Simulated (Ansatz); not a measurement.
**AlSnPb, from a guessed structure to a relaxed one**

Starting from a made-up structure for AlSnPb, the aim is the relaxed cell, its shortest contacts and, where a second run follows, its electronic structure.

Program: Ansatz 0.2.0. Level of theory: DFT, PBEsol, plane-wave PAW, files of the set soft_1, scalar-relativistic, no spin, cell and ions relaxed at zero pressure; PAW set soft_1. Results are calculated unless marked as measured.

## (1) The starting structure

Symmetry: P-6m2, No. 187, hexagonal system. The conventional cell has a = 4.153 Å, b = 4.153 Å, c = 4.671 Å, α = 90.00°, β = 90.00°, γ = 120.00°. Pb has 6 Sn at 3.35 Å and 6 Al at 3.35 Å nearest. Sn has 3 Al at 2.40 Å and 6 Pb at 3.35 Å nearest. Nearest to Al lie 3 Sn at 2.40 Å and 6 Pb at 3.35 Å. Farther neighbours are not listed.

## (2) Relaxing cell and atoms

The guess takes its coordinates from another compound and its volume from a rule, so the cell and any free coordinates are relaxed together.

The input, input.yaml:

```yaml
crystal:
  lattice:
    - [4.153, 0.0, 0.0]
    - [-2.0765, 3.596603502, 0.0]
    - [0.0, 0.0, 4.671]
  atoms:
    - { symbol: Pb, position: [0.0, 0.0, 0.0] }
    - { symbol: Sn, position: [0.333333333, 0.666666667, 0.5] }
    - { symbol: Al, position: [0.666666667, 0.333333333, 0.5] }
kpoints:
  mp_grid: { grid: [7, 7, 6] }
scf:
  occupations: { method: fermi_dirac, width: 0.05 }
hamiltonian:
  xc: pbesol
  pseudopotentials: { kind: paw, azcp: { folder: soft_1 }, xc_functional: pbe }
relax:
  f_tol: 0.015
  max_steps: 70
  cell: {}
output:
  forces: true
  stress: true
```

Started as:

```console
> ansatz run input.yaml --threads 4 --pin off --max-ram 10240MiB --backend cpu --events-out ev --progress --plain --runs-dir out
```

Numbers of over 12 decimals in the logs are rounded to 6 here.

Log:

```text
Engine: ansatz 0.2.0, aarch64-unknown-linux-gnu
Pseudopotentials: kind: paw
Pseudopotential: Pb, paw, valence charge 14, recommended cutoff 420 eV (normal), soft_1/Pb.paw.azcp
Pseudopotential: Sn, paw, valence charge 14, recommended cutoff 420 eV (normal), soft_1/Sn.paw.azcp
Pseudopotential: Al, paw, valence charge 3, recommended cutoff 420 eV (normal), soft_1/Al.paw.azcp
Functional definition: PBEsol
  exchange = pbesol_x
  correlation = pbesol_c
Crystal: 3 atoms, lattice volume = 69.769 Å³
Basis set: ecut = 420 eV, 1353 PW (Γ), exchange–correlation on 60×60×64 points (8 copies of the dense FFT grid, shifted against one another)
Bands: 20, of which v1, the nominal top of the filled ones, is band 16 counted from 1 (15 counted from 0)
Symmetry: 12 space group operations
Space group: P-6m2 (ITA 187), of the structure as read, at distance tolerance 4.1e-5 Å
k-points: 32 of 294 (time reversal used)
Non-local potential: Pb, projectors of the file, l = 0: 2, l = 1: 2, l = 2: 2, l = 3: 1
Non-local potential: Sn, projectors of the file, l = 0: 2, l = 1: 2, l = 2: 2, l = 3: 1
Non-local potential: Al, projectors of the file, l = 0: 2, l = 1: 2, l = 2: 1
PAW form: soft (Blöchl's): semilocal exchange-correlation on the pseudo side does not see the compensation charge
PAW frozen core: Pb, regenerated for the run's functional, and the local potential with it (the file was generated under x = pbe(κ = 0.804, μ = 0.219515), c = pbe(β = 0.066725))
PAW frozen core: Sn, regenerated for the run's functional, and the local potential with it (the file was generated under x = pbe(κ = 0.804, μ = 0.219515), c = pbe(β = 0.066725))
PAW frozen core: Al, regenerated for the run's functional, and the local potential with it (the file was generated under x = pbe(κ = 0.804, μ = 0.219515), c = pbe(β = 0.066725))
PAW one-centre angular grid: Pb, 590 points (default); XC on 64 Gauss nodes
PAW one-centre angular grid: Sn, 590 points (default); XC on 64 Gauss nodes
PAW one-centre angular grid: Al, 110 points (default); XC on 64 Gauss nodes
Initial density: superposition of atomic densities (chi_scale 0.1, normalization cell, long waves kept (reshape's long-wave potential 0.00 eV rms))
Initial wavefunctions: pseudopotential atomic-orbital guess
Functional: x = pbesol(κ = 0.804, μ = 0.123457), c = pbesol(β = 0.046)
SCF iter   1: F=—  HF=-18231.114834 eV  |F-HF|=—  |Δ(HF+E_count)|=         —  Δρ=4.00e-2  dr2=3.05e0  ethr=3.10e-3  ⟨swp⟩=7.3  Hψ=3768  notcnv=0
preconditioner: auto → Kerker (q_TF=auto, 2.383 Å⁻¹)  [metal: Δε(μ)=0.061 eV  Ē_g=16.964 eV  σ=0.050 eV  W_gap=0.29  n_scr=20 (ndim 8)  ℏωp=24.8 eV  f_vac=0.000  D(μ)=1.09/eV (n_scr^D=2)]
SCF iter   2: F=—  HF=-18230.492345 eV  |F-HF|=—  |Δ(HF+E_count)|=   6.22e-1  Δρ=2.53e-2  dr2=1.35e0  ethr=3.10e-3  ⟨swp⟩=2.9  Hψ=1124  notcnv=0  defer=3
preconditioner: auto → Resta (q_TF=auto, 2.383 Å⁻¹)  ε∞=3.1  [insulator: Δε(μ)=0.150 eV  Ē_g=17.109 eV  σ=0.050 eV  W_gap=0.60  n_scr=20 (ndim 8)  ℏωp=24.8 eV  f_vac=0.000  D(μ)=0.92/eV (n_scr^D=2)  ε∞_Penn≈3.1]
SCF iter   3: F=—  HF=-18230.014523 eV  |F-HF|=—  |Δ(HF+E_count)|=   4.78e-1  Δρ=3.02e-3  dr2=5.10e-3  ethr=3.10e-3  ⟨swp⟩=3.3  Hψ=1093  notcnv=0  defer=3
SCF iter   4: F=—  HF=-18230.016208 eV  |F-HF|=—  |Δ(HF+E_count)|=   1.69e-3  Δρ=1.09e-3  dr2=8.00e-4  ethr=1.65e-5  ⟨swp⟩=2.1  Hψ=1514  notcnv=0  defer=3
SCF iter   5: F=—  HF=-18230.016038 eV  |F-HF|=—  |Δ(HF+E_count)|=   1.70e-4  Δρ=2.63e-4  dr2=4.06e-5  ethr=2.58e-6  ⟨swp⟩=2.0  Hψ=1128  notcnv=0  defer=3
SCF iter   6: F=—  HF=-18230.016036 eV  |F-HF|=—  |Δ(HF+E_count)|=   2.01e-6  Δρ=5.18e-5  dr2=1.71e-6  ethr=1.31e-7  ⟨swp⟩=2.2  Hψ=1098  notcnv=0  defer=2
SCF iter   7: F=—  HF=-18230.016036 eV  |F-HF|=—  |Δ(HF+E_count)|=   2.51e-9  Δρ=1.22e-5  dr2=1.07e-7  ethr=3.23e-10  ⟨swp⟩=5.4  Hψ=2582  notcnv=0
SCF iter   8: F=-18230.016036 eV  HF=-18230.016036 eV  |F-HF|=5.97e-10  |Δ(HF+E_count)|=   3.20e-9  Δρ=2.17e-6  dr2=3.54e-9  ethr=3.23e-10  ⟨swp⟩=4.8  Hψ=2144  notcnv=0
SCF 1 converged in 8 iterations: F = -18230.016036 eV  dr2 = 3.54e-9
  greatest PAW one-centre occupation: 0.991 electrons in one spin orbital (limit 2), on the Sn atom at site 1 (counted from 0), in its partial waves of l = 2
relax step   1: F+E_penalty+E_count = -18230.01603612 eV  Δ(F+E_penalty+E_count) = +0.000e0 eV  max|allowed force component| = 1.002e-16 eV/Å  Δτ_max = 0.0000 Å  P = +16.145 GPa  Ω = 69.769 Å³  (8 SCF iters, dr2 threshold 1.00e-7 eV, accepted)
Crystal: 3 atoms, lattice volume = 77.341 Å³
Basis set: ecut = 420 eV, 1545 PW (Γ), exchange–correlation on 60×60×64 points (8 copies of the dense FFT grid, shifted against one another)
Initial density: handed on by an earlier stage of this run
Initial wavefunctions: those handed on with the density
iter 1 solved again at ethr=2.11e-4 eV; its pass at ethr=3.10e-3 eV (dr2=6.55e-2 eV) is discarded
SCF iter   1: F=—  HF=-18230.684968 eV  |F-HF|=—  |Δ(HF+E_count)|=         —  Δρ=5.75e-3  dr2=6.64e-2  ethr=2.11e-4  ⟨swp⟩=1.4  Hψ=4659  notcnv=0
preconditioner: auto → Kerker (q_TF=auto, 2.343 Å⁻¹)  [metal: Δε(μ)=0.005 eV  Ē_g=16.932 eV  σ=0.050 eV  W_gap=0.03  n_scr=20 (ndim 8)  ℏωp=23.5 eV  f_vac=0.000  D(μ)=1.67/eV (n_scr^D=8)]
SCF iter   2: F=—  HF=-18230.671142 eV  |F-HF|=—  |Δ(HF+E_count)|=   1.38e-2  Δρ=3.55e-3  dr2=2.70e-2  ethr=2.11e-4  ⟨swp⟩=2.0  Hψ=754  notcnv=0
SCF iter   3: F=—  HF=-18230.662984 eV  |F-HF|=—  |Δ(HF+E_count)|=   8.16e-3  Δρ=5.01e-4  dr2=5.57e-4  ethr=8.71e-5  ⟨swp⟩=2.1  Hψ=914  notcnv=0
SCF iter   4: F=—  HF=-18230.662870 eV  |F-HF|=—  |Δ(HF+E_count)|=   1.15e-4  Δρ=1.93e-4  dr2=5.10e-5  ethr=1.80e-6  ⟨swp⟩=2.0  Hψ=793  notcnv=0
SCF iter   5: F=—  HF=-18230.662843 eV  |F-HF|=—  |Δ(HF+E_count)|=   2.66e-5  Δρ=6.13e-5  dr2=5.28e-6  ethr=1.65e-7  ⟨swp⟩=2.5  Hψ=1096  notcnv=0
SCF iter   6: F=—  HF=-18230.662842 eV  |F-HF|=—  |Δ(HF+E_count)|=   8.71e-7  Δρ=1.67e-5  dr2=3.11e-7  ethr=1.70e-8  ⟨swp⟩=2.2  Hψ=1084  notcnv=0
SCF iter   7: F=-18230.662842 eV  HF=-18230.662842 eV  |F-HF|=2.25e-8  |Δ(HF+E_count)|=   7.62e-8  Δρ=6.71e-6  dr2=4.58e-8  ethr=9.68e-10  ⟨swp⟩=4.9  Hψ=2092  notcnv=0
SCF 2 converged in 7 iterations: F = -18230.662842 eV  dr2 = 4.58e-8
relax step   2: F+E_penalty+E_count = -18230.66284229 eV  Δ(F+E_penalty+E_count) = -6.468e-1 eV  max|allowed force component| = 8.943e-17 eV/Å  Δτ_max = 0.0000 Å  P = +5.381 GPa  Ω = 77.341 Å³  energy of the carried Pulay correction = -9.352e-4 eV  (7 SCF iters, dr2 threshold 3.00e-7 eV, accepted)
Crystal: 3 atoms, lattice volume = 80.299 Å³
iter 1 solved again at ethr=1.17e-4 eV; its pass at ethr=3.10e-3 eV (dr2=3.61e-2 eV) is discarded
SCF iter   1: F=—  HF=-18230.890842 eV  |F-HF|=—  |Δ(HF+E_count)|=         —  Δρ=4.35e-3  dr2=3.68e-2  ethr=1.17e-4  ⟨swp⟩=1.4  Hψ=4460  notcnv=0
preconditioner: auto → Resta (q_TF=auto, 2.328 Å⁻¹)  ε∞=2.9  [insulator: Δε(μ)=0.143 eV  Ē_g=16.769 eV  σ=0.050 eV  W_gap=0.61  n_scr=20 (ndim 8)  ℏωp=23.1 eV  f_vac=0.000  D(μ)=0.83/eV (n_scr^D=0)  ε∞_Penn≈2.9]
SCF iter   2: F=—  HF=-18230.880088 eV  |F-HF|=—  |Δ(HF+E_count)|=   1.08e-2  Δρ=1.98e-3  dr2=6.26e-3  ethr=1.17e-4  ⟨swp⟩=2.0  Hψ=850  notcnv=0
preconditioner: auto → Kerker (q_TF=auto, 2.328 Å⁻¹)  [metal: Δε(μ)=0.109 eV  Ē_g=16.753 eV  σ=0.050 eV  W_gap=0.50  n_scr=20 (ndim 8)  ℏωp=23.1 eV  f_vac=0.000  D(μ)=0.89/eV (n_scr^D=2)]
SCF iter   3: F=—  HF=-18230.878145 eV  |F-HF|=—  |Δ(HF+E_count)|=   1.94e-3  Δρ=3.63e-4  dr2=1.64e-4  ethr=2.02e-5  ⟨swp⟩=2.0  Hψ=783  notcnv=0
SCF iter   4: F=—  HF=-18230.878093 eV  |F-HF|=—  |Δ(HF+E_count)|=   5.12e-5  Δρ=9.72e-5  dr2=1.40e-5  ethr=5.29e-7  ⟨swp⟩=2.1  Hψ=802  notcnv=0
SCF iter   5: F=—  HF=-18230.878090 eV  |F-HF|=—  |Δ(HF+E_count)|=   3.25e-6  Δρ=2.76e-5  dr2=8.84e-7  ethr=4.52e-8  ⟨swp⟩=2.0  Hψ=1129  notcnv=0
SCF iter   6: F=-18230.878090 eV  HF=-18230.878090 eV  |F-HF|=5.44e-8  |Δ(HF+E_count)|=   1.43e-7  Δρ=1.05e-5  dr2=1.19e-7  ethr=9.68e-10  ⟨swp⟩=5.0  Hψ=2403  notcnv=0
SCF 3 converged in 6 iterations: F = -18230.878090 eV  dr2 = 1.19e-7
relax step   3: F+E_penalty+E_count = -18230.87808983 eV  Δ(F+E_penalty+E_count) = -2.152e-1 eV  max|allowed force component| = 1.465e-16 eV/Å  Δτ_max = 0.0000 Å  P = +0.972 GPa  Ω = 80.299 Å³  energy of the carried Pulay correction = -1.252e-3 eV  (6 SCF iters, dr2 threshold 3.00e-7 eV, accepted)
[... from here on, the SCF cycles and remarks between the steps are left out ...]
relax step   4: F+E_penalty+E_count = -18230.90384867 eV  Δ(F+E_penalty+E_count) = -2.576e-2 eV  max|allowed force component| = 7.421e-17 eV/Å  Δτ_max = 0.0000 Å  P = +0.169 GPa  Ω = 80.484 Å³  energy of the carried Pulay correction = -1.260e-3 eV  (6 SCF iters, dr2 threshold 3.00e-7 eV, accepted)
relax step   5: F+E_penalty+E_count = -18230.91973987 eV  Δ(F+E_penalty+E_count) = -1.589e-2 eV  max|allowed force component| = 7.479e-17 eV/Å  Δτ_max = 0.0000 Å  P = -0.118 GPa  Ω = 79.740 Å³  energy of the carried Pulay correction = -1.158e-3 eV  (6 SCF iters, dr2 threshold 3.00e-7 eV, accepted)
relax step   6: F+E_penalty+E_count = -18230.92024545 eV  Δ(F+E_penalty+E_count) = -5.056e-4 eV  max|allowed force component| = 1.095e-16 eV/Å  Δτ_max = 0.0000 Å  P = -0.046 GPa  Ω = 79.240 Å³  energy of the carried Pulay correction = -1.095e-3 eV  (5 SCF iters, dr2 threshold 2.51e-7 eV, accepted)
relax step   7: F+E_penalty+E_count = -18230.92039959 eV  Δ(F+E_penalty+E_count) = -1.541e-4 eV  max|allowed force component| = 1.110e-16 eV/Å  Δτ_max = 0.0000 Å  P = +0.015 GPa  Ω = 79.229 Å³  energy of the carried Pulay correction = -1.095e-3 eV  (4 SCF iters, dr2 threshold 2.38e-8 eV, accepted)
relax step   8: F+E_penalty+E_count = -18230.92040916 eV  Δ(F+E_penalty+E_count) = -9.569e-6 eV  max|allowed force component| = 6.168e-17 eV/Å  Δτ_max = 0.0000 Å  P = +0.017 GPa  Ω = 79.334 Å³  energy of the carried Pulay correction = -1.109e-3 eV  (4 SCF iters, dr2 threshold 9.71e-9 eV, accepted)
relax step   9: F+E_penalty+E_count = -18230.92428280 eV  Δ(F+E_penalty+E_count) = -3.874e-3 eV  max|allowed force component| = 6.091e-17 eV/Å  Δτ_max = 0.0000 Å  P = +0.086 GPa  Ω = 79.334 Å³  stress off target by 1.42e-1 GPa  SCF on the basis re-selected at this cell (its energy is not comparable with the rows above)  (5 SCF iters)
relax step  10: F+E_penalty+E_count = -18230.92440523 eV  Δ(F+E_penalty+E_count) = -1.224e-4 eV  max|allowed force component| = 7.479e-17 eV/Å  Δτ_max = 0.0000 Å  P = -0.020 GPa  Ω = 79.401 Å³  energy of the carried Pulay correction = -7.046e-6 eV  (4 SCF iters, dr2 threshold 5.01e-8 eV, accepted)
iter 1 solved again at ethr=4.76e-7 eV; its pass at ethr=3.10e-3 eV (dr2=1.48e-4 eV) is discarded
SCF iter   1: F=—  HF=-18230.924409 eV  |F-HF|=—  |Δ(HF+E_count)|=         —  Δρ=5.49e-6  dr2=1.14e-8  ethr=4.76e-7  ⟨swp⟩=3.4  Hψ=5377  notcnv=0
eigensolver tolerance schedule: the retry pair's looser diagonalisation over-reported the residual by 12920.81 of it (diagonalisation noise at an unbounded share of the residual, at the tolerance the schedule requests for it); recorded, not acted on — ethr = c·dr2/N_el stays at c = 1.0e-1
preconditioner: auto → Resta (q_TF=auto, 2.332 Å⁻¹)  ε∞=2.9  [insulator: Δε(μ)=0.121 eV  Ē_g=16.739 eV  σ=0.050 eV  W_gap=0.54  n_scr=20 (ndim 8)  ℏωp=23.2 eV  f_vac=0.000  D(μ)=1.10/eV (n_scr^D=8)  ε∞_Penn≈2.9]
SCF iter   2: F=—  HF=-18230.924414 eV  |F-HF|=—  |Δ(HF+E_count)|=   4.99e-6  Δρ=2.83e-6  dr2=3.44e-9  ethr=3.68e-11  ⟨swp⟩=3.0  Hψ=1611  notcnv=0
SCF iter   3: F=—  HF=-18230.924414 eV  |F-HF|=—  |Δ(HF+E_count)|=   1.35e-9  Δρ=1.06e-6  dr2=6.74e-10  ethr=1.11e-11  ⟨swp⟩=2.0  Hψ=1116  notcnv=0
SCF iter   4: F=-18230.924414 eV  HF=-18230.924414 eV  |F-HF|=0.00e0  |Δ(HF+E_count)|=  1.89e-10  Δρ=2.04e-7  dr2=2.13e-11  ethr=1.00e-12  ⟨swp⟩=4.9  Hψ=3294  notcnv=0
SCF 11 converged in 4 iterations: F = -18230.924414 eV  dr2 = 2.13e-11
relax step  11: F+E_penalty+E_count = -18230.92441405 eV  Δ(F+E_penalty+E_count) = -8.823e-6 eV  max|allowed force component| = 8.789e-17 eV/Å  Δτ_max = 0.0000 Å  P = -0.020 GPa  Ω = 79.401 Å³  stress off target by 2.23e-2 GPa  SCF on the basis re-selected at this cell (its energy is not comparable with the rows above)  (4 SCF iters)
basis re-selected at this cell: Δ(F+E_penalty+E_count) = -8.823e-6 eV, ΔP = -0.000 GPa vs the last step (what re-selecting the basis moved, of the pressure what is left beyond the Pulay correction that the steps carried, after the strain that the cell walked since its last selection, with what the two solves' SCF thresholds leave and, on support functions, any second-order correction that the steps lacked; it is no m [...]
SCF converged after 4 iterations
Free energy (F): -18230.924414 eV
Harris-Foulkes:  -18230.924414 eV  (|F-HF|=0.00e0)
Internal energy: -18230.914679 eV  (E = F + TS)
E sigma→0 (E₀):  -18230.919546 eV
Entropy (-TS):   -0.009735 eV (-3.245 meV/atom)
Fermi energy:    9.412823 eV
--- Per-component energies (eV) ---
  E_band       = -146.441519
  E_kinetic    = 482.470140
  E_local      = -2316.406431  (includes V_loc(G=0)·N_el)
  E_nonlocal   = 464.758292
  E_hartree    = 1033.456176
  E_xc         = -365.587187
  E_vxc        = -246.936055  (∫ρ·V_xc dr)
  E_paw        = -14995.365288  (= ΣΔE_a)
  E_vpaw       = -597.240234  (= ΣTr[D̂ρ^β])
  E_aug_tail   = 0.000279  (compensation charges beyond the density's cutoff)
  E_ewald      = -2534.606808
  E_core_change = 0.366149  (= ΣΔE_core)
  E_smearing   = -0.009735  (= −TS)
  E_closure    = 0.000000  (closes the sum)
  Σ components = -18230.924414   (vs F -18230.924414, Δ=0.00e0)
--- Forces (eV/Å), atoms counted from 1 ---
  atom   1  Pb    -0.00000000    -0.00000000    -0.00000000
  atom   2  Sn    -0.00000000     0.00000000     0.00000000
  atom   3  Al     0.00000000    -0.00000000    -0.00000000
  max |Σ_I F_I| component: 4.16e-17 eV/Å
--- Stress (GPa, compression-positive) ---
       -0.018852      -0.000000       0.000000
        0.000000      -0.018852       0.000000
        0.000000       0.000000      -0.022273
  P = ⅓ Tr σ = -0.0200 GPa (-0.200 kbar)
--- Relaxed structure (9 steps of the walk, 9 accepted, 2 SCFs on fresh bases) ---
  F+E_penalty+E_count = -18230.92441405 eV   max|allowed force component| = 8.789e-17 eV/Å   (the final SCF, on the basis selected at the relaxed cell)
  cell:  # Å, volume = 79.4010 Å³
    - [4.659797, 0, -1.997667902736407e-18]
    - [-2.329899, 4.035503, 9.988339513682031e-19]
    - [-2.246835245262173e-18, 0, 4.222416]
  atoms:
    - { symbol: Pb, position: [0, 0, 0] }
    - { symbol: Sn, position: [0.333333, 0.666667, 0.5] }
    - { symbol: Al, position: [0.666667, 0.333333, 0.5] }
```

It took 12 s on 4 threads of Arm Neoverse V2, shared host; peak memory 0.43 GiB.

The steps of the relaxation:

```tsv
step	energy less that of the first step (eV)	largest force component (eV/Å)	pressure (GPa)	volume (Å³)
1	0.0000	0.0000	16.15	69.77
2	-0.6468	0.0000	5.38	77.34
3	-0.8621	0.0000	0.97	80.30
4	-0.8878	0.0000	0.17	80.48
5	-0.9037	0.0000	-0.12	79.74
6	-0.9042	0.0000	-0.05	79.24
7	-0.9044	0.0000	0.02	79.23
8	-0.9044	0.0000	0.02	79.33
9*	-0.9082	0.0000	0.09	79.33
10	-0.9084	0.0000	-0.02	79.40
11*	-0.9084	0.0000	-0.02	79.40
```

Relaxation steps marked * repeat the geometry before them on a plane-wave basis chosen anew for their cell, so energy and pressure can jump there.

Forces are held to the 12 operations that the run works with; a distortion that breaks them can't arise in this run.

```tsv
cell as run	before	after	change
a (Å)	4.153	4.660	+12.2 %
b (Å)	4.153	4.660	+12.2 %
c (Å)	4.671	4.222	-9.6 %
volume (Å³/atom)	23.26	26.47	+13.8 %
```

Final coordinates:

```xyz
3
Lattice="4.6598 0.0000 0.0000 -2.3299 4.0355 0.0000 0.0000 0.0000 4.2224" Properties=species:S:1:pos:R:3 pbc="T T T"
Pb    0.0000    0.0000    0.0000
Sn    0.0000    2.6903    2.1112
Al    2.3299    1.3452    2.1112
```

Numbers from this step:

```yaml
free_energy: -18230.9244 eV
energy_at_zero_smearing: -18230.9195 eV
smearing_term_ts: 0.009735 eV
fermi_energy: 9.413 eV
electrons: 31
symmetry_operations: 12
pressure: -0.01999 GPa
```

Shortest distances by pair of elements, guess and relaxed (not always the same contact):

```tsv
pair	guess (Å)	relaxed (Å)
Al–Sn	2.398	2.690
Al–Pb	3.347	3.420
Pb–Sn	3.347	3.420
Pb–Pb	4.153	4.222
Sn–Sn	4.153	4.222
```

The relaxation ends with a pressure of -0.02 GPa.

## (3) Results

- space group, relaxed: P-6m2
- conventional cell: a = 4.660, b = 4.660, c = 4.222 Å; α = 90.0°, β = 90.0°, γ = 120.0°
- volume per atom: 26.47 Å³ (guess 23.26)

AlSnPb relaxes to P-6m2 with a = 4.660, b = 4.660 and c = 4.222 Å. The guessed volume was 12 % too small. The space group P-6m2 was held in the relaxation, so the end point is a stationary structure within it and may be a saddle against distortions or other arrangements. Mesh and cutoff weren't tested. A vector of the cell changed its length by 12 %, more than the volume shows. Spin-orbit coupling is left out, which can matter for elements this heavy. No dispersion term is used, so weakly bound directions may come out too long. Nothing here tests whether the compound is stable against decomposition.

[Logs are printed without paths, hosts, clocks, repeated set-up lines and the standing remarks that a program may print on its own settings, such as how far it seeks lower states.]

[Hosts, paths, dates, database ids (printed as entryN), source tags and the programs' standing remarks are cut or masked in the printed files.]
